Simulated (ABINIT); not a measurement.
**Completion of the band sum in GW: MgO2 (R-3m)**

Aim: few bands, with and without a completion of the sum over empty states, for MgO2 (R-3m).

Method: LDA and many-body steps on it, plane waves, in ABINIT 10.8.3.

## 1. The structure

Symmetry: R-3m, No. 166, trigonal system. The conventional cell has a = 3.210 Å, b = 3.210 Å, c = 10.482 Å, α = 90.00°, β = 90.00°, γ = 120.00°. Nearest to Mg lie 6 O at 2.11 Å. O has 1 O at 1.49 Å and 3 Mg at 2.11 Å nearest. Farther neighbours, and contacts between anions beyond the nearest, are not listed.

The cell and positions are those that the Materials Project relaxed with its own functionals (PBE, PBE+U or r2SCAN), kept fixed.

## 2. Empty states on the mesh, 4×4×4 mesh, 58 bands

This step: ABINIT 10.8.3; DFT, LDA, plane waves, norm-conserving pseudopotentials.

The sums over transitions need many empty states on a uniform mesh; this step solves for them.

Input file run.abi:

```
acell 3*1.0 Angstrom
rprim 
  1.604761016024 0.926509204586 3.493978874900
  -1.604761016024 0.926509204586 3.493978874900
  0.000000000000 -1.853018409173 3.493978874900
ntypat 2
znucl 12 8
natom 3
typat 1 2 2
xred 
  0.000000000000 0.000000000000 0.000000000000
  0.428786000000 0.428786000000 0.428786000000
  0.571214000000 0.571214000000 0.571214000000
pp_dirpath "pseudos"
pseudos "Mg.upf, O.upf"
ecut 38
ngkpt 4 4 4
nshiftk 1
shiftk 0 0 0
kptopt 1
chksymbreak 0
iscf -2
irdden 1
istwfk *1
nband 58
nbdbuf 4
tolwfr 1e-09
nstep 60
prtvol 0
indata_prefix "in"
outdata_prefix "out"
tmpdata_prefix "tmp"
```

On the command line:

```sh
> OMP_NUM_THREADS=1 mpirun -n 4 abinit run.abi > log
```

Output:

```text
.Version 10.8.3 of ABINIT. v10.8.2 released Aug 2026.

 Symmetries : space group R-3 m (#166); Bravais hR (rhombohedral)
[... echo of the input left out ...]
== DATASET  1 ==================================================================
-   mpi_nproc: 4, omp_nthreads: 1 (-1 if OMP is not activated)

--- !DatasetInfo
iteration_state: {dtset: 1, }
dimensions: {natom: 3, nkpt: 13, mband: 58, nsppol: 1, nspinor: 1, nspden: 1, mpw: 2370, }
cutoff_energies: {ecut:  38.0, pawecutdg:  -1.0, }
[...]
1.96125    1.96587    2.19817    2.21819    2.21819    2.23029    2.23327    2.23327
   2.30829    2.30829    2.37346    2.40872    2.49015    2.49015    2.54764    2.54764
   2.61786    2.61887
 prteigrs : prtvol=0 or 1, do not print more k-points.

== END DATASET(S) ==============================================================
================================================================================

 -outvars: echo values of variables after computation  --------
            nband          58
             nkpt          13
          spgroup         166
 [... the other variables as echoed above ...]

 Calculation completed.
```

Elapsed: 25 s, on 4 MPI ranks of Arm Neoverse N1, shared host; peak memory 0.28 GiB.

Numbers from this step:

```
gap                                                           : 2.137 eV
k of the valence top                                          : 0.5, 0.5, 0.5
k of the conduction bottom                                    : 0.5, 0.5, 0.5
least direct gap                                              : 2.137 eV
k points computed                                             : 13
lowest point of the top converged band, above the valence top : 63.5198 eV
```

On this mesh the gap is 2.137 eV.

The density comes from a self-consistent run that is not shown.

## 3. Screening, 4×4×4 mesh, 54 bands, screening to 152.4 eV

The RPA dielectric matrix is built and inverted for each q.

This step: RPA screening on LDA, plane waves, norm-conserving pseudopotentials.

Changes to run.abi since step 2:

```diff
@@ -21,10 +21,11 @@
 chksymbreak 0
-iscf -2
-irdden 1
 istwfk *1
-nband 58
-nbdbuf 4
-tolwfr 1e-09
-nstep 60
-prtvol 0
+occopt 1
+irdwfk 1
+optdriver 3
+nband 54
+ecuteps 5.6
+inclvkb 2
+awtr 1
+symchi 1
 indata_prefix "in"
```

Output:

```text
.Version 10.8.3 of ABINIT. v10.8.2 released Aug 2026.

 Symmetries : space group R-3 m (#166); Bravais hR (rhombohedral)
[... echo of the input left out ...]
== DATASET  1 ==================================================================
-   mpi_nproc: 4, omp_nthreads: 1 (-1 if OMP is not activated)

--- !DatasetInfo
iteration_state: {dtset: 1, }
dimensions: {natom: 3, nkpt: 13, mband: 54, nsppol: 1, nspinor: 1, nspden: 1, mpw: 2370, }
cutoff_energies: {ecut:  38.0, pawecutdg:  -1.0, }
electrons: {nelect:   2.20000000E+01, charge:   0.00000000E+00, occopt:   1.00000000E+00, tsmear:   1.00000000E-02, }

 SCREENING: Calculation of the susceptibility and dielectric matrices

 Based on a program developped by R.W. Godby, V. Olevano, G. Onida, and L. Reining.
 Incorporated in ABINIT by V. Olevano, G.-M. Rignanese, and M. Torrent.
.Using double precision arithmetic ; gwpc =  8

[... cell and pseudopotentials left out ...]
--------------------------------------------------------------------------------

 ==== K-mesh for the wavefunctions ====
 Number of points in the irreducible wedge :    13
[... list of points left out ...]
 Together with 12 symmetry operations and time-reversal symmetry
 yields    64 points in the full Brillouin Zone.

 ==== Q-mesh for the screening function ====
 Number of points in the irreducible wedge :    13
[... list of points left out ...]
 Together with 12 symmetry operations and time-reversal symmetry
 yields    64 points in the full Brillouin Zone.

 setmesh: FFT mesh size selected  =    30x   30x   30
          total number of points  =        27000

 vcoul_init : cutoff-mode = AUXILIARY_FUNCTION
 q-points for optical limit:   1
     1)      0.000010    0.000020    0.000030

- screening: taking advantage of time-reversal symmetry
- Maximum band index for partially occupied states nbvw = 11
- Remaining bands to be divided among processors   nbcw = 43
- Number of bands treated by each node ~10

 Number of electrons calculated from density =   22.0000; Expected =   22.0000
 average of density, n =  0.104591
 r_s =    1.3167
 omega_plasma =   31.1963 [eV]

 calculating chi0 at frequencies [eV] :
  1    0.000000E+00    0.000000E+00
  2    0.000000E+00    3.119628E+01

--------------------------------------------------------------------------------
  q-point number  1        q = ( 0.000000, 0.000000, 0.000000) [r.l.u.]
--------------------------------------------------------------------------------
[... chi0 elements left out ...]
 For q-point:  0.000010 0.000020 0.000030
  dielectric constant =   3.5303
  dielectric constant without local fields =   3.8822

  Average fulfillment of the sum rule on Im[epsilon] for q-point    1 :     44.19  [%]
[... wings left out ...]
  q-point number  2        q = ( 0.250000, 0.000000, 0.000000) [r.l.u.]
--------------------------------------------------------------------------------
[... chi0 elements left out ...]
  Average fulfillment of the sum rule on Im[epsilon] for q-point    2 :     57.97  [%]

 [... 11 further q-points ...]
```

The job ended after 47 s (4 MPI ranks; peak memory 0.8 GiB; 3.1 min of CPU time).

Read from the output:

```yaml
eps_infinity_with_local_fields_on_this_mesh: 3.530
eps_infinity_without_local_fields_on_this_mesh: 3.882
plasma_frequency: 31.20 eV
plane_waves_in_the_screening_matrix: 127
```

Local fields lower ε∞ by 9 %. On a Γ-centred mesh this coarse the value itself is usually too large, while a short band sum pulls it down.

## 4. 54 bands

The self-energy is evaluated for the states that the input lists, and the quasiparticle equation is solved.

This step: G0W0 on LDA, plane waves, norm-conserving pseudopotentials.

Changes to run.abi since step 3:

```diff
@@ -24,8 +24,17 @@
 irdwfk 1
-optdriver 3
+optdriver 4
 nband 54
+gwcalctyp 0
+ecutsigx 38
+symsigma 1
+nkptgw 2
+kptgw 
+  0.5000000000 0.5000000000 0.5000000000
+  0.0000000000 0.0000000000 0.0000000000
+bdgw 
+  10 13
+  10 13
 ecuteps 5.6
-inclvkb 2
-awtr 1
-symchi 1
+irdscr 1
+ppmodel 1
 indata_prefix "in"
```

Output:

```text
.Version 10.8.3 of ABINIT. v10.8.2 released Aug 2026.

 Symmetries : space group R-3 m (#166); Bravais hR (rhombohedral)
[... echo of the input left out ...]
== DATASET  1 ==================================================================
-   mpi_nproc: 4, omp_nthreads: 1 (-1 if OMP is not activated)

--- !DatasetInfo
iteration_state: {dtset: 1, }
dimensions: {natom: 3, nkpt: 13, mband: 54, nsppol: 1, nspinor: 1, nspden: 1, mpw: 2370, }
cutoff_energies: {ecut:  38.0, pawecutdg:  -1.0, }
electrons: {nelect:   2.20000000E+01, charge:   0.00000000E+00, occopt:   1.00000000E+00, tsmear:   1.00000000E-02, }

 SIGMA: Calculation of the GW corrections

 Based on a program developped by R.W. Godby, V. Olevano, G. Onida, and L. Reining.
 Incorporated in ABINIT by V. Olevano, G.-M. Rignanese, and M. Torrent.
.Using double precision arithmetic ; gwpc =  8

[... cell and pseudopotentials left out ...]
--------------------------------------------------------------------------------

 ==== K-mesh for the wavefunctions ====
 Number of points in the irreducible wedge :    13
[... list of points left out ...]
 Together with 12 symmetry operations and time-reversal symmetry
 yields    64 points in the full Brillouin Zone.

 ==== Q-mesh for screening function ====
 Number of points in the irreducible wedge :    13
[... list of points left out ...]
 Together with 12 symmetry operations and time-reversal symmetry
 yields    64 points in the full Brillouin Zone.

 vcoul_init : cutoff-mode = AUXILIARY_FUNCTION
 q-points for optical limit:   1
     1)      0.000010    0.000020    0.000030
 setmesh: FFT mesh size selected  =    45x   45x   45
          total number of points  =        91125

 Number of electrons calculated from density =   22.0000; Expected =   22.0000
 average of density, n =  0.104591
 r_s =    1.3167
 omega_plasma =   31.1963 [eV]

 === KS Band Gaps ===
  >>>> For spin  1
   Minimum direct gap =   2.1369 [eV], located at k-point      :   0.5000  0.5000  0.5000
   Fundamental gap    =   2.1369 [eV], Top of valence bands at :   0.5000  0.5000  0.5000
                                       Bottom of conduction at :   0.5000  0.5000  0.5000
 SIGMA fundamental parameters:
 PLASMON POLE MODEL  1
 number of plane-waves for SigmaX                 2365
 number of plane-waves for SigmaC and W            127
 number of plane-waves for wavefunctions          2365
 number of bands                                    54
 number of independent spin polarizations            1
 number of spinorial components                      1
 number of k-points in IBZ                          13
 number of q-points in IBZ                          13
 number of symmetry operations                      12
 number of k-points in BZ                           64
 number of q-points in BZ                           64
 number of frequencies for dSigma/dE                 9
 frequency step for dSigma/dE [eV]                0.25
 number of omega for Sigma on real axis              0
 max omega for Sigma on real axis  [eV]           0.00
 zcut for avoiding poles [eV]                     0.10

 EPSILON^-1 parameters (SCR file):
 dimension of the eps^-1 matrix on file            127
 dimension of the eps^-1 matrix used               127
 number of plane-waves for wavefunctions          2365
 number of bands                                    54
 number of q-points in IBZ                          13
 number of frequencies                               2
 number of real frequencies                          1
 number of imag frequencies                          1

 matrix elements of self-energy operator (all in [eV])

 Perturbative Calculation

--- !SelfEnergy_ee
iteration_state: {dtset: 1, }
kpoint     : [   0.500,    0.500,    0.500, ]
spin       : 1
KS_gap     :    2.137
QP_gap     :    5.008
Delta_QP_KS:    2.872
data: !SigmaeeData |
     Band     E0 <VxcDFT>   SigX SigC(E0)      Z dSigC/dE  Sig(E)    E-E0       E
       10   3.180 -20.478 -26.426   4.803   0.792  -0.262 -21.385  -0.907   2.273
       11   3.180 -20.478 -26.426   4.803   0.792  -0.262 -21.385  -0.907   2.273
       12   5.317 -18.094 -12.146  -3.518   0.808  -0.237 -16.130   1.965   7.281
       13   7.912  -9.710  -4.418  -3.710   0.862  -0.160  -8.346   1.364   9.275

--- !SelfEnergy_ee
iteration_state: {dtset: 1, }
kpoint     : [   0.000,    0.000,    0.000, ]
spin       : 1
KS_gap     :    5.188
QP_gap     :    7.581
Delta_QP_KS:    2.394
data: !SigmaeeData |
     Band     E0 <VxcDFT>   SigX SigC(E0)      Z dSigC/dE  Sig(E)    E-E0       E
       10   2.378 -19.584 -25.760   4.875   0.790  -0.266 -20.612  -1.028   1.350
       11   2.378 -19.584 -25.760   4.875   0.790  -0.266 -20.612  -1.028   1.350
       12   7.566 -11.433  -6.289  -3.544   0.854  -0.171 -10.067   1.366   8.932
       13   7.794 -20.079 -12.512  -4.415   0.755  -0.324 -17.698   2.381  10.175

== END DATASET(S) ==============================================================
================================================================================

 -outvars: echo values of variables after computation  --------
           etotal      0.0000000000E+00
            nband          54
             nkpt          13
          spgroup         166
 [... the other variables as echoed above ...]

 Calculation completed.
```

Wall time 6.5 s (4 MPI ranks); peak memory 0.7 GiB.

Read from the output:

```yaml
g0w0_gap_on_the_mesh: 5.008 eV
starting_gap_on_the_mesh: 2.137 eV
k_of_the_valence_top: 0.5, 0.5, 0.5
k_of_the_conduction_bottom: 0.5, 0.5, 0.5
z_at_the_valence_top: 0.792
z_at_the_conduction_bottom: 0.808
least_direct_g0w0_gap_on_the_computed_points: 5.008 eV
```

The gap on the mesh goes from 2.14 eV to 5.01 eV, a correction of +2.87 eV.

## 5. Screening, 4×4×4 mesh, 19 bands, screening to 152.4 eV

This step: RPA screening on LDA, plane waves, norm-conserving pseudopotentials.

Changes to run.abi since step 4:

```diff
@@ -24,17 +24,8 @@
 irdwfk 1
-optdriver 4
-nband 54
-gwcalctyp 0
-ecutsigx 38
-symsigma 1
-nkptgw 2
-kptgw 
-  0.5000000000 0.5000000000 0.5000000000
-  0.0000000000 0.0000000000 0.0000000000
-bdgw 
-  10 13
-  10 13
+optdriver 3
+nband 19
 ecuteps 5.6
-irdscr 1
-ppmodel 1
+inclvkb 2
+awtr 1
+symchi 1
 indata_prefix "in"
```

Output:

```text
.Version 10.8.3 of ABINIT. v10.8.2 released Aug 2026.

 Symmetries : space group R-3 m (#166); Bravais hR (rhombohedral)
[... echo of the input left out ...]
== DATASET  1 ==================================================================
-   mpi_nproc: 4, omp_nthreads: 1 (-1 if OMP is not activated)

--- !DatasetInfo
iteration_state: {dtset: 1, }
dimensions: {natom: 3, nkpt: 13, mband: 19, nsppol: 1, nspinor: 1, nspden: 1, mpw: 2370, }
cutoff_energies: {ecut:  38.0, pawecutdg:  -1.0, }
electrons: {nelect:   2.20000000E+01, charge:   0.00000000E+00, occopt:   1.00000000E+00, tsmear:   1.00000000E-02, }

 SCREENING: Calculation of the susceptibility and dielectric matrices

 Based on a program developped by R.W. Godby, V. Olevano, G. Onida, and L. Reining.
 Incorporated in ABINIT by V. Olevano, G.-M. Rignanese, and M. Torrent.
.Using double precision arithmetic ; gwpc =  8

[... cell and pseudopotentials left out ...]
--------------------------------------------------------------------------------

 ==== K-mesh for the wavefunctions ====
 Number of points in the irreducible wedge :    13
[... list of points left out ...]
 Together with 12 symmetry operations and time-reversal symmetry
 yields    64 points in the full Brillouin Zone.

 ==== Q-mesh for the screening function ====
 Number of points in the irreducible wedge :    13
[... list of points left out ...]
 Together with 12 symmetry operations and time-reversal symmetry
 yields    64 points in the full Brillouin Zone.

 setmesh: FFT mesh size selected  =    30x   30x   30
          total number of points  =        27000

 vcoul_init : cutoff-mode = AUXILIARY_FUNCTION
 q-points for optical limit:   1
     1)      0.000010    0.000020    0.000030

- screening: taking advantage of time-reversal symmetry
- Maximum band index for partially occupied states nbvw = 11
- Remaining bands to be divided among processors   nbcw = 8
- Number of bands treated by each node ~2

 Number of electrons calculated from density =   22.0000; Expected =   22.0000
 average of density, n =  0.104591
 r_s =    1.3167
 omega_plasma =   31.1963 [eV]

 calculating chi0 at frequencies [eV] :
  1    0.000000E+00    0.000000E+00
  2    0.000000E+00    3.119628E+01

--------------------------------------------------------------------------------
  q-point number  1        q = ( 0.000000, 0.000000, 0.000000) [r.l.u.]
--------------------------------------------------------------------------------
[... chi0 elements left out ...]
 For q-point:  0.000010 0.000020 0.000030
  dielectric constant =   3.4022
  dielectric constant without local fields =   3.6880

  Average fulfillment of the sum rule on Im[epsilon] for q-point    1 :      9.59  [%]
[... wings left out ...]
  q-point number  2        q = ( 0.250000, 0.000000, 0.000000) [r.l.u.]
--------------------------------------------------------------------------------
[... chi0 elements left out ...]
  Average fulfillment of the sum rule on Im[epsilon] for q-point    2 :     22.19  [%]

 [... 11 further q-points ...]
```

Run time: 11 s. Hardware: 4 MPI ranks; peak memory 0.58 GiB.

This step gave:

```yaml
eps_infinity_with_local_fields_on_this_mesh: 3.402
eps_infinity_without_local_fields_on_this_mesh: 3.688
plasma_frequency: 31.20 eV
plane_waves_in_the_screening_matrix: 127
```

[end of part 1 of 2]

[Long decimals in the printed logs are rounded to 6 places.]

[Logs are printed without paths, hosts, clocks, repeated set-up lines and the standing remarks that a program may print on its own settings, such as how far it seeks lower states.]

[Paths, hosts, dates, memory and timing lines, banners, echoed tables and standing remarks are left out of the program output; an Ansatz launch command may be rebuilt from the run's recorded settings. Measured values are a selection of at most five: reports struck by readers or far from the other reports are left out. None is set beside runs whose start may be inverted or whose files or cutoffs have a known fault.]

[Runs of the session that timed out or met a known fault of the program may be left out.]

[Hosts, paths, dates, database ids (printed as entryN), source tags and the programs' standing remarks are cut or masked in the printed files.]

[G0W0 gaps are taken among the corrected bands and points alone; a level outside them can change the order at an edge.]

[Where Ansatz stands beside ABINIT at settings called matched, ABINIT's density can come from a denser mesh and the files from another edition; pairs whose starting gaps differed by over 0.03 eV were left out, so agreement reads better than it is.]
